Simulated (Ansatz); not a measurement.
## Tc of AlV2C (P6_3/mmc) from its phonons

Wanted: λ, ω_log and Tc of AlV2C (P6_3/mmc). The cell shown first is a relaxed one, from steps not shown here.

Main program and level: Ansatz 0.2.0; DFT PBE, scalar-relativistic, plane waves, PAW; PAW set soft_1.

Report form: the programs' logs are mostly left out.

## (1) The cell after earlier relaxation steps

The structure is hexagonal, space group P6_3/mmc (No. 194). The conventional cell has a = 2.904 Å, b = 2.904 Å, c = 13.134 Å, α = 90.00°, β = 90.00°, γ = 120.00°. Nearest to Al lie 6 V at 2.74 Å and 6 Al at 2.90 Å. V has 3 C at 2.02 Å and 3 Al at 2.74 Å nearest. Nearest to C lie 6 V at 2.02 Å. Farther neighbours are not listed.

Coordinates:

```cif
data_structure
_symmetry_space_group_name_H-M 'P 1'
_symmetry_Int_Tables_number 1
_cell_length_a 2.9045
_cell_length_b 2.9045
_cell_length_c 13.1338
_cell_angle_alpha 90.000
_cell_angle_beta 90.000
_cell_angle_gamma 120.000
_cell_volume 95.95
loop_
_atom_site_label
_atom_site_type_symbol
_atom_site_fract_x
_atom_site_fract_y
_atom_site_fract_z
_atom_site_occupancy
Al1 Al 0.33333 0.66667 0.25000 1
Al2 Al 0.66667 0.33333 0.75000 1
V3 V 0.33333 0.66667 0.58535 1
V4 V 0.66667 0.33333 0.41465 1
V5 V 0.66667 0.33333 0.08535 1
V6 V 0.33333 0.66667 0.91465 1
C7 C 0.00000 0.00000 0.00000 1
C8 C 0.00000 0.00000 0.50000 1
```

## (2) Coupling and resistivity: q 3×3×1, k 9×9×2, scattering 12×12×8

The run that gives the couplings also evaluates McMillan's and Allen and Dynes's formulas and, where asked, the Eliashberg equations, over a range of μ*.

input.yaml reads:

```yaml
crystal:
  lattice:
    - [2.9044736777, 0.0, 0.0]
    - [-1.4522368388, 2.5153479895, 0.0]
    - [0.0, 0.0, 13.1338200923]
  atoms:
    - { symbol: Al, position: [0.3333333333, 0.6666666667, 0.25] }
    - { symbol: Al, position: [0.6666666667, 0.3333333333, 0.75] }
    - { symbol: V, position: [0.3333333333, 0.6666666667, 0.5853528486] }
    - { symbol: V, position: [0.6666666667, 0.3333333333, 0.4146471514] }
    - { symbol: V, position: [0.6666666667, 0.3333333333, 0.0853528486] }
    - { symbol: V, position: [0.3333333333, 0.6666666667, 0.9146471514] }
    - { symbol: C, position: [0.0, 0.0, 0.0] }
    - { symbol: C, position: [0.0, 0.0, 0.5] }
kpoints:
  mp_grid: { grid: [9, 9, 2] }
hamiltonian:
  xc: pbe
  pseudopotentials: { kind: paw, azcp: { folder: soft_1 } }
scf:
  occupations: { method: methfessel_paxton, width: 0.2 }
output:
  eigenvalues: true
phonons:
  method: dfpt
  qmesh: [3, 3, 1]
  temperatures: { t_max: 1000, t_step: 50 }
  qpath:
    path:
      - [[0.0, 0.0, 0.0], [0.5, 0.0, 0.0], [0.33333333, 0.33333333, 0.0], [0.0, 0.0, 0.0], [0.0, 0.0, 0.5], [0.5, 0.0, 0.5], [0.33333333, 0.33333333, 0.5], [0.0, 0.0, 0.5]]
      - [[0.5, 0.0, 0.5], [0.5, 0.0, 0.0]]
    npoints: 6
  electrical_resistivity:
    mesh: [12, 12, 8]
    temperatures: [20.0, 50.0, 80.0, 100.0, 150.0, 200.0, 273.0, 300.0, 400.0, 500.0, 600.0, 800.0]
  superconductivity: { mesh: [12, 12, 8] }
```

On the command line:

```console
ansatz run input.yaml --threads 16 --pin off --max-ram 92160MiB --backend cuda --events-out ev --progress --plain --runs-dir out --max-vram 78GiB
```

The job ended after 62 s (1 × NVIDIA GB200 with 16 threads of Arm Neoverse V2, shared host; peak memory 4.3 GiB).

This run has no spin polarisation, although V can carry a moment.

This step gave:

```
volume per atom                                                                : 11.99 Å³/atom
metallic on mesh                                                               : yes
gap on the k-mesh                                                              : 0 eV
zero point energy                                                              : 0.5505 eV/cell
share of imaginary modes in the plain interpolation between solved wavevectors : 0
highest frequency, solved or plainly interpolated                              : 711.7 cm⁻¹
Debye temperature (second moment)                                              : 771 K
resistivity at 300 K                                                           : 27.28 μΩ cm, mean of the axes
coupling constant λ                                                            : 0.2784
density of states at the Fermi level                                           : 2.607 states/eV a spin and cell
log mean phonon energy ħω_log                                                  : 34.13 meV
transport coupling constant λ_tr                                               : 0.3037, 0.3037, 0.2814 (xx, yy, zz)
Drude plasma energy                                                            : 4.615, 4.615, 2.252 eV (xx, yy, zz)
resistivity times mean free path                                               : 8.791, 8.791, 31.23 × 10⁻¹⁶ Ω m² (xx, yy, zz)
second-moment phonon energy ħω₂                                                : 42.96 meV
```

An empty cell: under 1 mK by a formula, or no transition down to the floor of the Eliashberg search. Transition temperatures:

```
  μ*  McMillan Tc (K)  Allen–Dynes Tc (K)  isotropic Fermi-surface Tc (K)  isotropic full bandwidth Tc (K)  anisotropic Fermi-surface Tc (K)  anisotropic full bandwidth Tc (K)  anisotropic narrow window Tc (K)
0.08            0.246               0.249                           0.226                            0.225                              0.27                               0.27                             0.271
 0.1           0.0863              0.0871                               -                                -                             0.103                                0.1                             0.102
0.12           0.0212              0.0213                               -                                -                                 -                                  -                                 -
0.13          0.00862             0.00869                               -                                -                                 -                                  -                                 -
0.14          0.00292             0.00294                               -                                -                                 -                                  -                                 -
0.16                -                   -                               -                                -                                 -                                  -                                 -
 0.2                -                   -                               -                                -                                 -                                  -                                 -
```

## (3) Coupling and resistivity: q 3×3×1, k 12×12×2, scattering 18×18×8

The next rung changes the k mesh of the density and its response; the scattering mesh, which samples the Fermi surface.

Edit input.yaml of step 2 so:

```diff
@@ -15,3 +15,3 @@
 kpoints:
-  mp_grid: { grid: [9, 9, 2] }
+  mp_grid: { grid: [12, 12, 2] }
 hamiltonian:
@@ -33,4 +33,4 @@
   electrical_resistivity:
-    mesh: [12, 12, 8]
+    mesh: [18, 18, 8]
     temperatures: [20.0, 50.0, 80.0, 100.0, 150.0, 200.0, 273.0, 300.0, 400.0, 500.0, 600.0, 800.0]
-  superconductivity: { mesh: [12, 12, 8] }
+  superconductivity: { mesh: [18, 18, 8] }
```

It took 99 s on 1 × NVIDIA GB200 with 16 threads; peak memory 7.6 GiB.

This step gave:

| Property | Result |
| --- | --- |
| zero point energy | 0.5470 eV/cell |
| highest frequency, solved or plainly interpolated | 700.4 cm⁻¹ |
| Debye temperature (second moment) | 767 K |
| resistivity at 300 K | 27.05 μΩ cm, mean of the axes |
| coupling constant λ | 0.2779 |
| density of states at the Fermi level | 2.6 states/eV a spin and cell |
| log mean phonon energy ħω_log | 33.81 meV |
| transport coupling constant λ_tr | 0.3015, 0.3015, 0.2772 (xx, yy, zz) |
| Drude plasma energy | 4.491, 4.491, 2.269 eV (xx, yy, zz) |
| resistivity times mean free path | 9.217, 9.217, 28.99 × 10⁻¹⁶ Ω m² (xx, yy, zz) |
| second-moment phonon energy ħω₂ | 42.65 meV |

An empty cell: under 1 mK by a formula, or no transition down to the floor of the Eliashberg search. Transition temperatures:

```
  μ*  McMillan Tc (K)  Allen–Dynes Tc (K)  isotropic Fermi-surface Tc (K)  isotropic full bandwidth Tc (K)  anisotropic Fermi-surface Tc (K)  anisotropic full bandwidth Tc (K)  anisotropic narrow window Tc (K)
0.08             0.24               0.242                            0.22                             0.22                             0.251                              0.251                             0.252
 0.1           0.0837              0.0845                               -                                -                                 -                                  -                                 -
0.12           0.0204              0.0206                               -                                -                                 -                                  -                                 -
0.13          0.00825             0.00832                               -                                -                                 -                                  -                                 -
0.14          0.00277              0.0028                               -                                -                                 -                                  -                                 -
0.16                -                   -                               -                                -                                 -                                  -                                 -
 0.2                -                   -                               -                                -                                 -                                  -                                 -
```

The value for the coupling constant λ stays at 0.278, as in step 2 (changed since: k-mesh 12×12×2 and scattering mesh 18×18×8).

## (4) Resistivity: q 6×6×1, k 12×12×3, scattering 24×24×8

The next rung changes the q mesh, which sets the reach of the force constants and couplings; the k mesh of the density and its response; the scattering mesh, which samples the Fermi surface.

Edit input.yaml of step 3 so:

```diff
@@ -15,3 +15,3 @@
 kpoints:
-  mp_grid: { grid: [12, 12, 2] }
+  mp_grid: { grid: [12, 12, 3] }
 hamiltonian:
@@ -25,3 +25,3 @@
   method: dfpt
-  qmesh: [3, 3, 1]
+  qmesh: [6, 6, 1]
   temperatures: { t_max: 1000, t_step: 50 }
@@ -33,4 +33,4 @@
   electrical_resistivity:
-    mesh: [18, 18, 8]
+    mesh: [24, 24, 8]
     temperatures: [20.0, 50.0, 80.0, 100.0, 150.0, 200.0, 273.0, 300.0, 400.0, 500.0, 600.0, 800.0]
-  superconductivity: { mesh: [18, 18, 8] }
+  superconductivity: { mesh: [24, 24, 8] }
```

Run time: 4.6 min. Hardware: 1 × NVIDIA GB200 with 16 threads; peak memory 14 GiB.

This step gave:

* zero point energy: 0.5480 eV/cell
* highest frequency, solved or plainly interpolated: 713.6 cm⁻¹
* Debye temperature (second moment): 768 K
* resistivity at 300 K: 27.1 μΩ cm, mean of the axes
* coupling constant λ: 0.2767
* density of states at the Fermi level: 2.603 states/eV a spin and cell
* log mean phonon energy ħω_log: 33.72 meV
* transport coupling constant λ_tr: 0.3005, 0.3005, 0.2772 (xx, yy, zz)
* Drude plasma energy: 4.477, 4.477, 2.262 eV (xx, yy, zz)
* resistivity times mean free path: 9.311, 9.311, 29.16 × 10⁻¹⁶ Ω m² (xx, yy, zz)
* second-moment phonon energy ħω₂: 42.66 meV

An empty cell: under 1 mK by a formula, or no transition down to the floor of the Eliashberg search. Transition temperatures:

```
  μ*  McMillan Tc (K)  Allen–Dynes Tc (K)  isotropic Fermi-surface Tc (K)  isotropic full bandwidth Tc (K)  anisotropic Fermi-surface Tc (K)  anisotropic full bandwidth Tc (K)  anisotropic narrow window Tc (K)
0.08             0.23               0.233                           0.211                            0.211                             0.241                              0.241                             0.243
 0.1           0.0793                0.08                               -                                -                                 -                                  -                                 -
0.12           0.0189              0.0191                               -                                -                                 -                                  -                                 -
0.13          0.00756             0.00762                               -                                -                                 -                                  -                                 -
0.14          0.00249             0.00251                               -                                -                                 -                                  -                                 -
0.16                -                   -                               -                                -                                 -                                  -                                 -
 0.2                -                   -                               -                                -                                 -                                  -                                 -
```

The Eliashberg function α²F has structure finer than the step of the table below, so its rows give means over 2.5 meV, whole bins alone (the curve runs from 0.346 to 88.3 meV). Peaks (meV: height): α²F 32.20: 0.421, 41.90: 0.162, 43.98: 0.204, 80.68: 0.0953, 84.83: 0.620, 87.60: 0.270; α²F tr 32.90: 0.458, 41.90: 0.211, 43.98: 0.188, 80.68: 0.123, 84.83: 0.929, 87.60: 0.271.

The Eliashberg function α²F by phonon energy; means over each step:

```
phonon energy (meV)      α²F   α²F tr
                2.5   6.5e-5   1.3e-5
                5.0   8.6e-4   2.3e-4
                7.5  0.00270   9.7e-4
               10.0  0.00548  0.00225
               12.5  0.00994  0.00486
               15.0   0.0162   0.0101
               17.5   0.0227   0.0161
               20.0   0.0348   0.0260
               22.5   0.0626   0.0550
               25.0   0.0907   0.0890
               27.5    0.112    0.122
               30.0    0.157    0.182
               32.5    0.350    0.385
               35.0    0.164    0.187
               37.5   0.0876    0.104
               40.0    0.100    0.126
               42.5    0.120    0.143
               45.0    0.139    0.130
               47.5   0.0198   0.0162
               50.0        0        0
               52.5        0        0
               55.0        0        0
               57.5        0        0
               60.0        0        0
               62.5        0        0
               65.0        0        0
               67.5        0        0
               70.0        0        0
               72.5        0        0
               75.0        0        0
               77.5   7.2e-4   8.7e-4
               80.0   0.0557   0.0717
               82.5   0.0273   0.0362
               85.0    0.318    0.426
```

The Eliashberg function α²F has structure finer than the step of the table below, so its rows give means over 2.5 meV, whole bins alone (the curve runs from 0.346 to 88.3 meV). Peaks (meV: height): α²F 32.20: 0.421, 43.98: 0.204, 84.83: 0.620, 87.60: 0.270; Al 28.05: 0.0427, 32.90: 0.0808, 41.90: 0.0825, 43.98: 0.0437; V 32.20: 0.342, 43.98: 0.159, 84.83: 0.0461; C 80.68: 0.0853, 84.83: 0.574, 87.60: 0.257.

Eliashberg function α²F against phonon energy; means over each step:

```
phonon energy (meV)      α²F       Al        V        C
                2.5   6.5e-5   1.3e-5   5.2e-5        0
                5.0   8.6e-4   1.8e-4   6.5e-4   8.4e-5
                7.5  0.00270   5.3e-4  0.00195   2.2e-4
               10.0  0.00548  0.00110  0.00395   4.3e-4
               12.5  0.00994  0.00198  0.00715   7.8e-4
               15.0   0.0162  0.00338   0.0116  0.00127
               17.5   0.0227  0.00502   0.0160  0.00170
               20.0   0.0348  0.00978   0.0228  0.00226
               22.5   0.0626   0.0271   0.0327  0.00282
               25.0   0.0907   0.0377   0.0494  0.00356
               27.5    0.112   0.0387   0.0691  0.00422
               30.0    0.157   0.0335    0.118  0.00514
               32.5    0.350   0.0666    0.278  0.00557
               35.0    0.164   0.0454    0.116  0.00314
               37.5   0.0876   0.0272   0.0585  0.00197
               40.0    0.100   0.0452   0.0538  0.00109
               42.5    0.120   0.0533   0.0651  0.00122
               45.0    0.139   0.0325    0.105   6.7e-4
               47.5   0.0198  0.00553   0.0143   2.0e-5
               50.0        0        0        0        0
               52.5        0        0        0        0
               55.0        0        0        0        0
               57.5        0        0        0        0
               60.0        0        0        0        0
               62.5        0        0        0        0
               65.0        0        0        0        0
               67.5        0        0        0        0
               70.0        0        0        0        0
               72.5        0        0        0        0
               75.0        0        0        0        0
               77.5   7.2e-4        0   6.9e-5   6.5e-4
               80.0   0.0557        0  0.00571   0.0500
               82.5   0.0273        0  0.00281   0.0245
               85.0    0.318        0   0.0232    0.295
```

## (5) What came out

| Item | Value |
| --- | --- |
| meshes | q 6×6×1, k 12×12×3, scattering 24×24×8 |
| coupling constant λ | 0.277 |
| log mean phonon energy ħω_log | 33.7 meV |
| Allen–Dynes Tc at μ* = 0.1 | 0.08 K |
| Allen–Dynes Tc at μ* = 0.13 | 0.00762 K |

In the last run (PBE, q 6×6×1, k 12×12×3, scattering 24×24×8), with λ = 0.28 and ħω_log = 33.7 meV, Tc at μ* = 0.13 is 0.0076 K by McMillan's formula and 0.0076 K by Allen and Dynes's. The Allen–Dynes value of 0.08 K at μ* = 0.10 falls under a millikelvin at 0.16. The run's transport test calls it not converged in the mesh; ρ(300 K) moves by 11 % in the component that moves most. Over the runs, λ takes the values 0.278, 0.278 and 0.277, in the order shown. The q mesh has one point along an axis, so branches along it are rough.  μ* is a typed number, phonons are harmonic, and spin fluctuations are left out; at μ* = 0.13 McMillan's formula turns 1 % in λ into about 20 % in Tc.

[Logs are printed without paths, hosts, clocks, repeated set-up lines and the standing remarks that a program may print on its own settings, such as how far it seeks lower states.]

[Hosts, paths, dates, database ids (printed as entryN), source tags and the programs' standing remarks are cut or masked in the printed files.]
